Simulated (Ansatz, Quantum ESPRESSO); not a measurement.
# Lu (P6_3/mmc): electron–phonon coupling with Quantum ESPRESSO, part 3 of 3

Each step names its level of theory.

So far, highest frequency, solved or plainly interpolated (cm⁻¹): step 3 (deformation potentials: PseudoDojo files, cutoff 1360.57 …) 120. The relaxed cell has a = 3.505, c = 5.463 Å (conventional setting).

## (5) Phonons and couplings with ph.x: Fermi–Dirac smearing of 0.1 eV

Level of this step: DFT PBE, scalar-relativistic, plane waves, PseudoDojo norm-conserving pseudopotentials (Quantum ESPRESSO).

ph.x gives each mode's frequency and linewidth; λ of a mode follows from Gaussian double-delta sums over the k mesh, here at four widths.

Input file ph.in:

```
phonons and couplings
 &inputph
    prefix='x',
    outdir='./tmp',
    tr2_ph=1.0d-15,
    fildyn='x.dyn',
    fildvscf='dvscf',
    ldisp=.true.,
    nq1=2,
    nq2=2,
    nq3=2,
    electron_phonon='simple',
    el_ph_ngauss=0,
    el_ph_sigma=0.00734986,
    el_ph_nsigma=4,
    alpha_mix(1)=0.5,
    amass(1)=174.9668,
 /
```

Run with:

```sh
$ OMP_NUM_THREADS=1 mpirun -n 4 ph.x -nk 4 -in ph.in > ph.x.log
```

What it wrote:

```text
[banner, memory and clock lines left out]
Program PHONON v.7.5

     ./tmp/x.save/

     IMPORTANT: XC functional enforced from input :
     Exchange-correlation= PBE
                           (   1   4   3   4   0   0   0)
     Any further DFT definition will be discarded
     Please, verify this is what you really want

     G-vector sticks info

     Reading collected, re-writing distributed wavefunctions in ./tmp/

     Dynamical matrices for ( 2, 2, 2)  uniform grid of q-points
     (   4 q-points):
       N         xq(1)         xq(2)         xq(3)
       1   0.000000000   0.000000000   0.000000000
       2   0.000000000   0.000000000  -0.320771068
       3   0.000000000  -0.577350269   0.000000000
[...]
Number and degeneracy of irreps per q-point
       N         xq(1)         xq(2)         xq(3)   N irreps
       1   0.000000000   0.000000000   0.000000000       4
[...]
2   0.000000000   0.000000000  -0.320771068       2
        2   4
       3   0.000000000  -0.577350269   0.000000000       6
     No degeneracy
       4   0.000000000  -0.577350269  -0.320771068       3
        2   2   2

     Saving dvscf to file. Distribute only q points, not irreducible representations.

     Calculation of q =    0.0000000   0.0000000   0.0000000

     phonons and couplings

     bravais-lattice index     =            4
     lattice parameter (alat)  =       6.6230  a.u.
     unit-cell volume          =     392.1729 (a.u.)^3
     number of atoms/cell      =            2
     number of atomic types    =            1
     kinetic-energy cut-off    =     100.0000  Ry
     charge density cut-off    =     400.0000  Ry
     convergence threshold     =      1.0E-15
     beta                      =       0.5000
     number of iterations used =            4
     Exchange-correlation= PBE
                           (   1   4   3   4   0   0   0)

     celldm(1)=    6.62304  celldm(2)=    0.00000  celldm(3)=    1.55874
     celldm(4)=    0.00000  celldm(5)=    0.00000  celldm(6)=    0.00000

     crystal axes: (cart. coord. in units of alat)
               a(1) = (  1.0000  0.0000  0.0000 )
               a(2) = ( -0.5000  0.8660  0.0000 )
               a(3) = (  0.0000  0.0000  1.5587 )

     reciprocal axes: (cart. coord. in units 2 pi/alat)
               b(1) = (  1.0000  0.5774 -0.0000 )
               b(2) = (  0.0000  1.1547  0.0000 )
               b(3) = (  0.0000 -0.0000  0.6415 )

     Atoms inside the unit cell:

     Cartesian axes

     site n.  atom      mass           positions (alat units)
        1  Lu    174.9668   tau(    1) = (   -0.00000    0.57735    0.38969  )
        2  Lu    174.9668   tau(    2) = (    0.50000    0.28868    1.16906  )

     Computing dynamical matrix for
                    q = (   0.0000000   0.0000000   0.0000000 )

     25 Sym.Ops. (with q -> -q+G )
[...]
number of k points=   126  Fermi-Dirac smearing, width (Ry)=  0.0073

     Number of k-points >= 100: set verbosity='high' to print them.

     Dense  grid:    52913 G-vectors     FFT dimensions: (  45,  45,  72)

     The potential is recalculated from file :
     ./tmp/_ph0/x.q_3/x.save/charge-density

     Starting wfcs are   34 atomic +    2 random wfcs

     Band Structure Calculation
     Davidson diagonalization with overlap

     ethr =  2.00E-11,  avg # of iterations = 13.5

     End of band structure calculation

     Number of k-points >= 100: set verbosity='high' to print the bands.

     the Fermi energy is    14.7039 ev

     Writing config to output data dir ./tmp/_ph0/x.q_3/x.save/ :
     XML data file

     phonons and couplings

     bravais-lattice index     =            4
     lattice parameter (alat)  =       6.6230  a.u.
     unit-cell volume          =     392.1729 (a.u.)^3
     number of atoms/cell      =            2
     number of atomic types    =            1
     kinetic-energy cut-off    =     100.0000  Ry
     charge density cut-off    =     400.0000  Ry
     convergence threshold     =      1.0E-15
     beta                      =       0.5000
     number of iterations used =            4
     Exchange-correlation= PBE
                           (   1   4   3   4   0   0   0)

     celldm(1)=    6.62304  celldm(2)=    0.00000  celldm(3)=    1.55874
     celldm(4)=    0.00000  celldm(5)=    0.00000  celldm(6)=    0.00000

     crystal axes: (cart. coord. in units of alat)
[...]
a(2) = ( -0.5000  0.8660  0.0000 )
               a(3) = (  0.0000  0.0000  1.5587 )

     reciprocal axes: (cart. coord. in units 2 pi/alat)
[...]
b(2) = (  0.0000  1.1547  0.0000 )
               b(3) = (  0.0000 -0.0000  0.6415 )

     Atoms inside the unit cell:

     Cartesian axes

     site n.  atom      mass           positions (alat units)
        1  Lu    174.9668   tau(    1) = (   -0.00000    0.57735    0.38969  )
        2  Lu    174.9668   tau(    2) = (    0.50000    0.28868    1.16906  )

     Computing dynamical matrix for
                    q = (   0.0000000  -0.5773503   0.0000000 )

      9 Sym.Ops. (with q -> -q+G )

     G cutoff =  444.4419  (  52913 G-vectors)     FFT grid: ( 45, 45, 72)

     number of k points=   126  Fermi-Dirac smearing, width (Ry)=  0.0073

     PseudoPot. # 1 for Lu read from file:
     ./pseudo/Lu.upf
     Pseudo is Norm-conserving + core correction, Zval = 25.0
     Using radial grid of 2032 points,  8 beta functions with:
[...]
l(7) =   3
                l(8) =   3

     Mode symmetry, D_2h (mmm)  point group:

     Atomic displacements:
     There are    6 irreducible representations

[...]
Representation     5      1 modes -  To be done

     Representation     6      1 modes -  To be done

     Alpha used in Ewald sum =   2.8000

     Representation #   1 mode #   1

[...]
End of self-consistent calculation

     Convergence has been achieved

     Representation #   5 mode #   5

     Self-consistent Calculation

[...]
thresh= 2.106E-08 alpha_mix =  0.500 |ddv_scf|^2 =  4.346E-15

      thresh= 6.592E-09 alpha_mix =  0.500 |ddv_scf|^2 =  1.483E-16

     End of self-consistent calculation

     Convergence has been achieved

     Representation #   6 mode #   6

     Self-consistent Calculation
```

Wall time 63 min (4 MPI ranks of Arm Neoverse V1, shared host).

The run was cut off at its time limit.

The run did not finish in the time allowed, so it gives no couplings or resistivity.

## (6) Results

| Property | Result |
| --- | --- |
| phonon run of the rows without a label of their own | PBE, q 2×2×2, k 8×8×4 |
| softest mode on the q mesh | 50.9 cm⁻¹ at q = (0, 0, 0.5) |
| highest frequency, solved or plainly interpolated | 120 cm⁻¹ |
| coupling λ by Gaussian sums at 0.2 eV, Ansatz, PseudoDojo, cutoff 1361 eV, q 2×2×2, k 8×8×4 | 0.455 |

What this shows: In the last run that gave them, λ from the Gaussian sums still varies by a factor of 1.3 between widths of 0.1 and 0.4 eV; these sums hold few wavevectors and leave out the zone centre.

[Logs are printed without paths, hosts, clocks, repeated set-up lines and the standing remarks that a program may print on its own settings, such as how far it seeks lower states.]

[Hosts, paths, dates, database ids (printed as entryN), source tags and the programs' standing remarks are cut or masked in the printed files.]
